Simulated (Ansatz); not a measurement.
## What NbTlSe3 (model cell, started as cubic perovskite with Nb in the octahedra) distorts into

Aim: this structure of NbTlSe3 (model cell, started as cubic perovskite with Nb in the octahedra) is to be tested for unstable modes, and one is followed downhill.

Calculated with Ansatz 0.2.0; DFT PBEsol, scalar-relativistic, plane waves, PAW; PAW set soft_1.

The structure was built from a prototype and need not be the compound's stable phase.

### 1. The structure

It takes space group Pm-3m (No. 221, cubic). Conventional cell: a = 5.037 Å, b = 5.037 Å, c = 5.037 Å, α = 90.00°, β = 90.00°, γ = 90.00°. Nearest to Tl lie 12 Se at 3.56 Å. Nearest to Nb lie 6 Se at 2.52 Å. Se has 2 Nb at 2.52 Å nearest. Farther neighbours and most contacts between anions are not listed.

### 2. Phonons on a q mesh

The cell comes from relaxations at this level that are not shown. Stability and thermal properties need the whole zone. Linear response on a 2×2×2 q mesh gives force constants as far as a supercell of that size would.

input.yaml reads:

```yaml
crystal:
  lattice:
    - [5.0370892205, 0.0, 0.0]
    - [0.0, 5.0370892205, 0.0]
    - [0.0, 0.0, 5.0370892205]
  atoms:
    - { symbol: Tl, position: [0.0, 0.0, 0.0] }
    - { symbol: Nb, position: [0.5, 0.5, 0.5] }
    - { symbol: Se, position: [0.5, 0.5, 0.0] }
    - { symbol: Se, position: [0.5, 0.0, 0.5] }
    - { symbol: Se, position: [0.0, 0.5, 0.5] }
kpoints:
  mp_grid: { grid: [8, 8, 8] }
hamiltonian:
  xc: pbesol
  pseudopotentials: { kind: paw, azcp: { folder: soft_1 }, xc_functional: pbe }
scf:
  occupations: { method: methfessel_paxton, width: 0.2 }
output:
  eigenvalues: true
phonons:
  method: dfpt
  qmesh: [2, 2, 2]
  temperatures: { t_max: 1000, t_step: 50 }
  qpath:
    path:
      - [[0.0, 0.0, 0.0], [0.0, 0.5, 0.0], [0.5, 0.5, 0.0], [0.0, 0.0, 0.0], [0.5, 0.5, 0.5], [0.0, 0.5, 0.0]]
      - [[0.5, 0.5, 0.5], [0.5, 0.5, 0.0]]
    npoints: 10
```

Command:

```
> ansatz run input.yaml --threads 4 --pin off --max-ram 16384MiB --backend cpu --events-out ev --progress --plain --runs-dir out
```

Numbers of over 12 decimals in the logs are rounded to 6 here.

What it wrote:

```text
Engine: ansatz 0.2.0, aarch64-unknown-linux-gnu
Pseudopotentials: kind: paw
Pseudopotential: Tl, paw, valence charge 13, recommended cutoff 420 eV (normal), soft_1/Tl.paw.azcp
Pseudopotential: Nb, paw, valence charge 13, recommended cutoff 420 eV (normal), soft_1/Nb.paw.azcp
Pseudopotential: Se, paw, valence charge 16, recommended cutoff 420 eV (normal), soft_1/Se.paw.azcp
Functional definition: PBEsol
  exchange = pbesol_x
  correlation = pbesol_c
Crystal: 5 atoms, lattice volume = 127.802 Å³
Basis set: ecut = 420 eV, 2517 PW (Γ), exchange–correlation on 72×72×72 points (8 copies of the dense FFT grid, shifted against one another)
Bands: 45, of which v1, the nominal top of the filled ones, is band 37 counted from 1 (36 counted from 0)
Symmetry: 48 space group operations
k-points: 35 of 512
Non-local potential: Tl, projectors of the file, l = 0: 2, l = 1: 2, l = 2: 2, l = 3: 1
Non-local potential: Nb, projectors of the file, l = 0: 3, l = 1: 2, l = 2: 2, l = 3: 1
Non-local potential: Se, projectors of the file, l = 0: 2, l = 1: 2, l = 2: 3, l = 3: 1
PAW form: soft (Blöchl's): semilocal exchange-correlation on the pseudo side does not see the compensation charge
PAW frozen core: Tl, regenerated for the run's functional, and the local potential with it (the file was generated under x = pbe(κ = 0.804, μ = 0.219515), c = pbe(β = 0.066725))
PAW frozen core: Nb, regenerated for the run's functional, and the local potential with it (the file was generated under x = pbe(κ = 0.804, μ = 0.219515), c = pbe(β = 0.066725))
PAW frozen core: Se, regenerated for the run's functional, and the local potential with it (the file was generated under x = pbe(κ = 0.804, μ = 0.219515), c = pbe(β = 0.066725))
PAW one-centre angular grid: Tl, 590 points (default); XC on 64 Gauss nodes
PAW one-centre angular grid: Nb, 590 points (default); XC on 64 Gauss nodes
PAW one-centre angular grid: Se, 590 points (default); XC on 64 Gauss nodes
Initial density: superposition of atomic densities (chi_scale 0.1, normalization cell, long waves kept (reshape's long-wave potential 0.01 eV rms))
Initial wavefunctions: pseudopotential atomic-orbital guess
Functional: x = pbesol(κ = 0.804, μ = 0.123457), c = pbesol(β = 0.046)
SCF iter   1: F=—  HF=-32068.781948 eV  |F-HF|=—  |Δ(HF+E_count)|=         —  Δρ=3.90e-2  dr2=2.01e0  ethr=3.10e-3  ⟨swp⟩=6.3  Hψ=5559  notcnv=0
preconditioner: auto → Kerker (q_TF=auto, 2.491 Å⁻¹)  [metal: Δε(μ)=0.025 eV  Ē_g=10.020 eV  σ=0.200 eV  W_gap=0.10  n_scr=26 (ndim 8)  ℏωp=19.7 eV  f_vac=0.005  D(μ)=4.83/eV (n_scr^D=32)]
SCF iter   2: F=—  HF=-32068.223288 eV  |F-HF|=—  |Δ(HF+E_count)|=   5.59e-1  S|Δr|=    0.00e0  Δρ=2.27e-2  dr2=7.13e-1  ethr=2.71e-3  ⟨swp⟩=2.0  Hψ=2083  notcnv=0  defer=51
SCF iter   3: F=—  HF=-32067.941959 eV  |F-HF|=—  |Δ(HF+E_count)|=   2.81e-1  S|Δr|=    0.00e0  Δρ=4.37e-3  dr2=4.59e-2  ethr=9.64e-4  ⟨swp⟩=2.1  Hψ=2283  notcnv=0  defer=51
SCF iter   4: F=—  HF=-32067.930147 eV  |F-HF|=—  |Δ(HF+E_count)|=   1.18e-2  S|Δr|=    0.00e0  Δρ=1.98e-3  dr2=1.18e-2  ethr=6.20e-5  ⟨swp⟩=2.0  Hψ=3103  notcnv=0  defer=50
SCF iter   5: F=—  HF=-32067.927453 eV  |F-HF|=—  |Δ(HF+E_count)|=   2.69e-3  S|Δr|=    0.00e0  Δρ=8.48e-4  dr2=2.11e-3  ethr=1.59e-5  ⟨swp⟩=2.7  Hψ=2798  notcnv=0  defer=50
SCF iter   6: F=—  HF=-32067.926989 eV  |F-HF|=—  |Δ(HF+E_count)|=   4.63e-4  S|Δr|=    0.00e0  Δρ=2.86e-4  dr2=2.54e-4  ethr=2.86e-6  ⟨swp⟩=2.0  Hψ=1845  notcnv=0  defer=50
SCF iter   7: F=—  HF=-32067.926961 eV  |F-HF|=—  |Δ(HF+E_count)|=   2.84e-5  S|Δr|=    0.00e0  Δρ=7.45e-5  dr2=8.54e-6  ethr=3.43e-7  ⟨swp⟩=2.0  Hψ=2045  notcnv=0  defer=50
SCF iter   8: F=—  HF=-32067.926962 eV  |F-HF|=—  |Δ(HF+E_count)|=   1.37e-6  S|Δr|=    0.00e0  Δρ=1.75e-5  dr2=5.04e-7  ethr=1.15e-8  ⟨swp⟩=2.1  Hψ=2208  notcnv=0  defer=50
SCF iter   9: F=—  HF=-32067.926956 eV  |F-HF|=—  |Δ(HF+E_count)|=   6.79e-6  S|Δr|=    0.00e0  Δρ=4.69e-6  dr2=7.80e-8  ethr=6.81e-10  ⟨swp⟩=2.1  Hψ=2759  notcnv=0  defer=50
SCF iter  10: F=—  HF=-32067.926956 eV  |F-HF|=—  |Δ(HF+E_count)|=   9.60e-9  S|Δr|=    0.00e0  Δρ=1.77e-6  dr2=8.51e-9  ethr=1.05e-10  ⟨swp⟩=2.0  Hψ=2785  notcnv=0  defer=50
SCF iter  11: F=—  HF=-32067.926956 eV  |F-HF|=—  |Δ(HF+E_count)|=   1.57e-9  S|Δr|=    0.00e0  Δρ=7.53e-7  dr2=1.35e-9  ethr=1.15e-11  ⟨swp⟩=2.0  Hψ=2777  notcnv=0  defer=50
SCF iter  12: F=—  HF=-32067.926956 eV  |F-HF|=—  |Δ(HF+E_count)|=  4.33e-10  S|Δr|=    0.00e0  Δρ=2.21e-7  dr2=7.53e-11  ethr=1.83e-12  ⟨swp⟩=2.0  Hψ=2159  notcnv=0  defer=50
SCF iter  13: F=-32067.926956 eV  HF=-32067.926956 eV  |F-HF|=7.28e-12  |Δ(HF+E_count)|=  7.28e-11  S|Δr|=    0.00e0  Δρ=4.23e-8  dr2=2.34e-12  ethr=1.00e-12  ⟨swp⟩=11.1  Hψ=7881  notcnv=0
the search or the solves at the SCF's close seem to have found levels that the self-consistency loop had missed (the run counts 1). By its estimate they hold under 1e-12 electrons; where the run keeps them, the occupations were computed again with them
SCF 1 converged in 13 iterations: F = -32067.926956 eV  dr2 = 2.34e-12
  greatest PAW one-centre occupation: 1.000 electrons in one spin orbital (limit 2), on the Se atom at site 4 (counted from 0), in its partial waves of l = 2
Initial density: read from a saved state, or passed on in memory by an earlier SCF of this step, an earlier step, the calling program or the single point that the run made first
iter 1 solved again at ethr=1.73e-7 eV; its pass at ethr=3.10e-3 eV (dr2=1.28e-4 eV) is discarded
SCF iter   1: F=—  HF=-32067.926954 eV  |F-HF|=—  |Δ(HF+E_count)|=         —  Δρ=5.88e-7  dr2=6.56e-10  ethr=1.73e-7  ⟨swp⟩=3.0  Hψ=9434  notcnv=0
eigensolver tolerance schedule: the retry pair's looser diagonalisation over-reported the residual by 194591.51 of it (diagonalisation noise at an unbounded share of the residual, at the tolerance the schedule requests for it); recorded, not acted on — ethr = c·dr2/N_el stays at c = 1.0e-1
preconditioner: auto → LDOS  [metal: Δε(μ)=0.030 eV  Ē_g=9.531 eV  σ=0.200 eV  W_gap=0.13  n_scr=26 (ndim 8)  ℏωp=19.7 eV  f_vac=0.021  D(μ)=4.60/eV (n_scr^D=32)  β→1.0]
SCF iter   2: F=—  HF=-32067.926956 eV  |F-HF|=—  |Δ(HF+E_count)|=   1.24e-6  S|Δr|=    0.00e0  Δρ=7.46e-7  dr2=1.18e-9  ethr=1.00e-12  ⟨swp⟩=4.0  Hψ=4401  notcnv=0
SCF iter   3: F=—  HF=-32067.926956 eV  |F-HF|=—  |Δ(HF+E_count)|=  3.71e-10  S|Δr|=    0.00e0  Δρ=3.35e-7  dr2=1.97e-10  ethr=1.00e-12  ⟨swp⟩=2.0  Hψ=2813  notcnv=0
SCF iter   4: F=—  HF=-32067.926956 eV  |F-HF|=—  |Δ(HF+E_count)|=  7.28e-12  S|Δr|=    0.00e0  Δρ=2.38e-7  dr2=1.06e-10  ethr=1.00e-12  ⟨swp⟩=1.0  Hψ=1575  notcnv=0
SCF iter   5: F=—  HF=-32067.926956 eV  |F-HF|=—  |Δ(HF+E_count)|=  2.18e-11  S|Δr|=    0.00e0  Δρ=1.35e-7  dr2=3.38e-11  ethr=1.00e-12  ⟨swp⟩=1.0  Hψ=1575  notcnv=0
SCF iter   6: F=-32067.926956 eV  HF=-32067.926956 eV  |F-HF|=1.46e-11  |Δ(HF+E_count)|=    0.00e0  S|Δr|=    0.00e0  Δρ=1.47e-8  dr2=2.67e-13  ethr=1.00e-12  ⟨swp⟩=2.1  Hψ=4581  notcnv=0
SCF 2 converged in 6 iterations: F = -32067.926956 eV  dr2 = 2.67e-13
phonons: the bands overlap, so this run is a metal and interpolates without the dipole-dipole term. If the crystal is really an insulator or semiconductor, its LO-TO splitting is missing
NSCF: frozen V_eff on 35 k-points
NSCF: frozen V_eff on 125 k-points
DFPT response loops at q = (0, 0, 0) (fractional): preconditioner auto → Kerker (q_TF=auto, 2.491 Å⁻¹) (partly filled bands, converged f_vac=0.021); β = 1.00, the filter's whole step (`scf.mixing.beta` (0.50) is not read by the response loops under this deck's `scf.mixing.preconditioner`; to damp them name `kerker` or `kerker_dos`, under which they read `scf.mixing.beta`, and type it under 1.00, their step now; both keys bind the ground state too); Broyden in place of MSR1
NSCF: frozen V_eff on 250 k-points
DFPT response loops at q = (0, 0, -0.5) (fractional): mixed as the last ones told, above
NSCF: frozen V_eff on 250 k-points
DFPT response loops at q = (0, -0.5, -0.5) (fractional): mixed as the last ones told, above
NSCF: frozen V_eff on 250 k-points
DFPT response loops at q = (-0.5, -0.5, -0.5) (fractional): mixed as the last ones told, above
SCF converged after 13 iterations
Stability not checked: this state was not tested for a lower state beside it, because cold or Methfessel-Paxton smearing, or corrected tetrahedra, fill the levels in a way that the test cannot read (fill_not_monotonic; see scf.lower_state_search)
Free energy (F): -32067.926956 eV
Harris-Foulkes:  -32067.926956 eV  (|F-HF|=7.28e-12)
Internal energy: -32067.905491 eV  (E = F + TS)
E sigma→0 (E₀):  -32067.921589 eV
Entropy (-TS):   -0.021465 eV (-4.293 meV/atom)
Fermi energy:    8.911529 eV
--- Per-component energies (eV) ---
  E_band       = -1309.972349
  E_kinetic    = 969.820329
  E_local      = -10103.440759  (includes V_loc(G=0)·N_el)
  E_nonlocal   = -645.304871
  E_hartree    = 4994.069372
  E_xc         = -602.637440
  E_vxc        = -593.928069  (∫ρ·V_xc dr)
  E_paw        = -19321.637243  (= ΣΔE_a)
  E_vpaw       = -925.256556  (= ΣTr[D̂ρ^β])
  E_aug_tail   = -0.001122  (compensation charges beyond the density's cutoff)
  E_ewald      = -7362.026155
  E_core_change = 3.252398  (= ΣΔE_core)
  E_smearing   = -0.021465  (= −TS)
  E_closure    = 0.000000  (closes the sum)
  Σ components = -32067.926956   (vs F -32067.926956, Δ=0.00e0)
--- Band table (eV; the first three rows and the last of 35) ---
  k-point 0: bands = [... 33 lower, 7.6814, 8.0776, 8.0776, 8.0776, 8.2799, 8.2799, 8.2799, 10.0511, ... 4 higher]
  k-point 1: bands = [... 33 lower, 7.6142, 7.7763, 8.0812, 8.0913, 8.0913, 8.8553, 8.8553, 10.0541, ... 4 higher]
  k-point 2: bands = [... 33 lower, 7.4630, 7.5398, 8.0901, 8.1531, 8.1531, 9.6234, 9.6234, 10.0601, ... 4 higher]
  k-point 34: bands = [... 33 lower, 4.3535, 9.1568, 9.1568, 9.1568, 10.2762, 10.2762, 10.2762, 14.6874, ... 4 higher]
--- Phonons (Γ-DFPT): 4 representative perturbations + reference (Σ response iterations 12) ---
  ASR residual: 7.536e-5 → 0.000e0 eV/Å²; symmetrization residual: 6.099e-5 eV/Å²
  ASR residual per site (eV/Å²): 4.57e-5 1.43e-5 7.54e-5 7.54e-5 7.54e-5
  Γ frequencies (cm⁻¹): 0.00 0.00 0.00 12.93 12.93 12.93 60.27 60.27 60.27 63.69 63.69 63.69 225.66 225.66 225.66
--- Phonons (arbitrary-q DFPT): 4 irreducible q on the 2×2×2 mesh ---
  q = [0.0000, 0.0000, 0.0000] (star 1, of the zone-centre solve; hermiticity 1.12e-5, symmetrization 6.48e-12): -0.00 0.00 0.00 12.93 12.93 12.93 60.27 60.27 60.27 63.69 63.69 63.69 225.66 225.66 225.66
  q = [0.0000, 0.0000, -0.5000] (star 3, 9 solved perturbations in 975 linear systems a pass and spin channel, the states on 125 of 512 k-point pairs; hermiticity 2.74e-6, symmetrization 3.35e-12): -10.45 -10.45 13.41 13.41 20.31 55.54 55.54 67.93 84.00 84.13 84.13 185.21 221.73 221.73 245.14
  q = [0.0000, -0.5000, -0.5000] (star 3, 9 solved perturbations in 975 linear systems a pass and spin channel, the states on 125 of 512 k-point pairs; hermiticity 4.75e-6, symmetrization 1.20e-12): -56.97 -42.43 8.08 8.08 17.00 62.43 75.20 75.20 80.75 80.75 122.57 183.35 183.35 215.68 264.90
  q = [-0.5000, -0.5000, -0.5000] (star 1, 4 solved perturbations in 350 linear systems a pass and spin channel, the states on 125 of 512 k-point pairs; hermiticity 5.48e-6, symmetrization 2.77e-12): -130.99 -130.99 -54.98 -54.98 -54.98 14.39 14.39 14.39 118.30 118.30 118.30 182.15 182.15 182.15 283.20
  sum rule: each row above includes the acoustic sum rule's correction from the zone centre's row sums; it moved no ω² by more than (0.51 cm⁻¹)²
  mesh force constants: q→R imaginary residual 4.30e-18; ASR residual 7.536e-5 → 0.000e0 eV/Å²; symmetrization residual 7.105e-15 eV/Å²
  interpolated dispersion: 62 rows × 15 modes
  density of states and harmonic sums: on the 12×12×12 q-mesh, interpolated from the force constants of a 2×2×2 supercell (no non-analytic term)
  largest difference from the sums on the solved wave vectors: F 1.38e-1 eV, S 1.88e-4 and C_V 5.20e-5 eV/K
  zero-point energy: 0.082517 eV/cell   skipped modes (ω ≤ 0): 169, of them read as no rigid motion or as one in doubt: 166 (1.917e0 modes/cell left out, lowest -130.99 cm⁻¹)   left out of the sums: 1.28e-1 of the cell's modes: C_V's classical limit lies that fraction below 3 k_B per atom; for a crystal, a wire or a layer, F and S can be off by more, and a phonons.interpolated_qmesh denser along its periods is the remedy for the sampling
```

Wall time 8.1 min (4 threads of Arm Neoverse V1, shared host); peak memory 2 GiB.

Numbers from this step:

- volume per atom: 25.56 Å³
- gap on the k-mesh: 0 eV
- sum-rule residual before enforcement: 7.54e-5 eV/Å²
- lowest frequency on the path: -131.0 cm⁻¹
- point group: m-3m
- highest frequency on the path or at a solved wavevector: 284.2 cm⁻¹
- highest optical mode at the zone centre (no LO-TO term): 225.7 cm⁻¹
- lowest optical zone-centre mode: 12.93 cm⁻¹
- lowest mode on the q mesh (acoustic modes at Γ apart): -131.0 cm⁻¹

Frequencies (cm⁻¹) solved at each irreducible wavevector; negative means imaginary. Frequencies by wavevector, by row:

```tsv
q in reciprocal lattice units	star	mode 1	mode 2	mode 3	mode 4	mode 13	mode 14	mode 15
0 0 0	1	0	0	0	12.9	225.7	225.7	225.7
0 0 -0.5	3	-10.4	-10.4	13.4	13.4	221.7	221.7	245.1
0 -0.5 -0.5	3	-57	-42.4	8.1	8.1	183.3	215.7	264.9
-0.5 -0.5 -0.5	1	-131	-131	-55	-55	182.2	182.2	283.2
```

Interpolated from a 2×2×2 q mesh. Phonon branches along the path, in cm⁻¹:

```tsv
point	branch 1	branch 2	branch 3	branch 4	branch 12	branch 13	branch 14	branch 15
Γ	0	0	0	13	64	226	226	226
halfway	11	11	16	18	135	224	224	236
X	-10	-10	13	13	185	222	222	245
halfway	-29	-19	-4	12	173	184	219	262
M	-57	-42	8	8	183	183	216	265
halfway	-13	-6	13	14	136	197	221	255
Γ	0	0	0	13	64	226	226	226
halfway	-21	-21	6	18	136	187	187	273
R	-131	-131	-55	-55	182	182	182	283
halfway	-25	-24	-13	7	154	178	184	280
X	-10	-10	13	13	185	222	222	245
jump to R	-131	-131	-55	-55	182	182	182	283
halfway	-81	-56	-15	-15	158	183	183	283
M	-57	-42	8	8	183	183	216	265
```

Symmetry leaves 4 wavevectors to solve. The lowest mode among them, the acoustic zeros apart, lies at q = (-0.5, -0.5, -0.5) and is imaginary, 131.0i cm⁻¹, so the energy falls along it.

### 3. The mode frozen in, largest atomic shift 0 Å

The mode followed lies at q = (-0.5, -0.5, -0.5) with frequency 131.0i cm⁻¹ and is 2-fold degenerate, the softest among the wavevectors solved. At small amplitude the distorted cell has space group no. 69 by a symmetry search on the positions. The undistorted cell that holds it gives the zero of energy on the same k mesh.

System of this step: NbTlSe3 (model cell, started as cubic perovskite with Nb in the octahedra). Symmetry: Pm-3m, No. 221, cubic system. The conventional cell has a = 5.037 Å, b = 5.037 Å, c = 5.037 Å, α = 90.00°, β = 90.00°, γ = 90.00°. Nearest to Tl lie 12 Se at 3.56 Å. Nearest to Nb lie 6 Se at 2.52 Å. Se has 2 Nb at 2.52 Å nearest. Farther neighbours and most contacts between anions are not listed.

input.yaml, the sections that differ from step 2:

```yaml
crystal:
  lattice:
    - [5.0370892205, 5.0370892205, 0.0]
    - [5.0370892205, 0.0, 5.0370892205]
    - [5.0370892205, 0.0, -5.0370892205]
  atoms:
    - { symbol: Tl, position: [0.0, 0.0, 0.0] }
    - { symbol: Tl, position: [0.0, 0.5, 0.5] }
    - { symbol: Nb, position: [0.5, 0.25, 0.75] }
    - { symbol: Nb, position: [0.5, 0.75, 0.25] }
    - { symbol: Se, position: [0.5, 0.0, 0.0] }
    - { symbol: Se, position: [0.5, 0.5, 0.5] }
    - { symbol: Se, position: [0.0, 0.5, 0.0] }
    - { symbol: Se, position: [0.0, 0.0, 0.5] }
    - { symbol: Se, position: [0.5, 0.0, 0.5] }
    - { symbol: Se, position: [0.5, 0.5, 0.0] }
output:
  forces: true
  stress: true
  eigenvalues: true
# kpoints, hamiltonian, scf: as in step 2
# phonons: removed
```

What it wrote:

```text
[...]
Crystal: 10 atoms, lattice volume = 255.605 Å³
Basis set: ecut = 420 eV, 5029 PW (Γ), exchange–correlation on 96×96×96 points (8 copies of the dense FFT grid, shifted against one another)
Bands: 89, of which v1, the nominal top of the filled ones, is band 74 counted from 1 (73 counted from 0)
Symmetry: 96 space group operations
[...]
k-points: 29 of 512
[...]
k-point 0: bands = [... 70 lower, 8.0796, 8.2792, 8.2792, 8.2792, 9.1546, 9.1546, 9.1546, 10.0530, ... 11 higher]
  k-point 1: bands = [... 70 lower, 8.0334, 8.5303, 8.5303, 8.6394, 9.0302, 9.0302, 9.0796, 10.1862, ... 11 higher]
  k-point 2: bands = [... 70 lower, 7.8516, 8.7054, 8.7054, 8.8781, 9.0092, 9.0092, 9.1242, 9.9757, ... 11 higher]
  k-point 28: bands = [... 70 lower, 7.3102, 7.3102, 8.3616, 8.3616, 9.7402, 9.7402, 10.5036, 10.5036, ... 11 higher]
[key lines of the parts left out:]
SCF converged after 10 iterations
Free energy (F): -64135.905839 eV
Fermi energy:    8.905370 eV
P = ⅓ Tr σ = -0.0869 GPa (-0.869 kbar)
```

Wall time 14 s (4 threads); peak memory 1.1 GiB; 54 s of CPU time.

This step gave:

* pressure: -0.08689 GPa
* energy from the undistorted cell: 0 meV/atom

The run ends at a pressure of -0.09 GPa.

### 4. The mode frozen in, largest atomic shift 0.04 Å

The atoms are moved along the unstable eigenvector, the largest shift by 0.04 Å, with the cell fixed.

input.yaml, the sections that differ from step 3:

```yaml
crystal:
  lattice:
    - [5.0370892205, 5.0370892205, 0.0]
    - [5.0370892205, 0.0, 5.0370892205]
    - [5.0370892205, 0.0, -5.0370892205]
  atoms:
    - { symbol: Tl, position: [0.0, 0.0, 0.0] }
    - { symbol: Tl, position: [0.0, 0.5, 0.5] }
    - { symbol: Nb, position: [0.5, 0.25, 0.75] }
    - { symbol: Nb, position: [0.5, 0.75, 0.25] }
    - { symbol: Se, position: [0.5, -0.0020770209, 0.0020770209] }
    - { symbol: Se, position: [0.5, 0.5020770209, 0.4979229791] }
    - { symbol: Se, position: [0.0079410942, 0.4960294529, -0.0039705471] }
    - { symbol: Se, position: [-0.0079410942, 0.0039705471, 0.5039705471] }
    - { symbol: Se, position: [0.5, -0.0018935262, 0.4981064738] }
    - { symbol: Se, position: [0.5, 0.5018935262, 0.0018935262] }
# kpoints, hamiltonian, scf, output: as in step 3
```

What it wrote:

```text
[...]
Crystal: 10 atoms, lattice volume = 255.605 Å³
Basis set: ecut = 420 eV, 5029 PW (Γ), exchange–correlation on 96×96×96 points (8 copies of the dense FFT grid, shifted against one another)
Bands: 89, of which v1, the nominal top of the filled ones, is band 74 counted from 1 (73 counted from 0)
Symmetry: 8 space group operations
[...]
k-points: 95 of 512
[...]
k-point 0: bands = [... 70 lower, 8.0821, 8.2820, 8.2823, 8.2823, 9.1583, 9.1742, 9.1752, 10.0498, ... 11 higher]
  k-point 1: bands = [... 70 lower, 8.0358, 8.5071, 8.5215, 8.6267, 9.0408, 9.0622, 9.1017, 10.1876, ... 11 higher]
  k-point 2: bands = [... 70 lower, 7.8509, 8.6776, 8.6932, 8.8436, 9.0223, 9.0645, 9.1453, 9.9778, ... 11 higher]
  k-point 94: bands = [... 70 lower, 8.0859, 8.1186, 8.2530, 8.2543, 9.1836, 10.0662, 10.4508, 10.4508, ... 11 higher]
[key lines of the parts left out:]
SCF converged after 10 iterations
Free energy (F): -64135.908404 eV
Fermi energy:    8.909737 eV
P = ⅓ Tr σ = -0.0071 GPa (-0.071 kbar)
```

It took 43 s on 4 threads; peak memory 1.8 GiB; 2.8 min of CPU time.

Numbers from this step:

```
pressure                         : -0.007060 GPa
energy from the undistorted cell : -0.563 meV/atom
```

The energy, extrapolated to zero smearing, is -0.56 meV/atom against the undistorted cell.

The run ends at a pressure of -0.01 GPa, with forces up to 0.010 eV/Å.

(Continued in part 2 of 3.)

[Logs are printed without paths, hosts, clocks, repeated set-up lines and the standing remarks that a program may print on its own settings, such as how far it seeks lower states.]

[Hosts, paths, dates, database ids (printed as entryN), source tags and the programs' standing remarks are cut or masked in the printed files.]
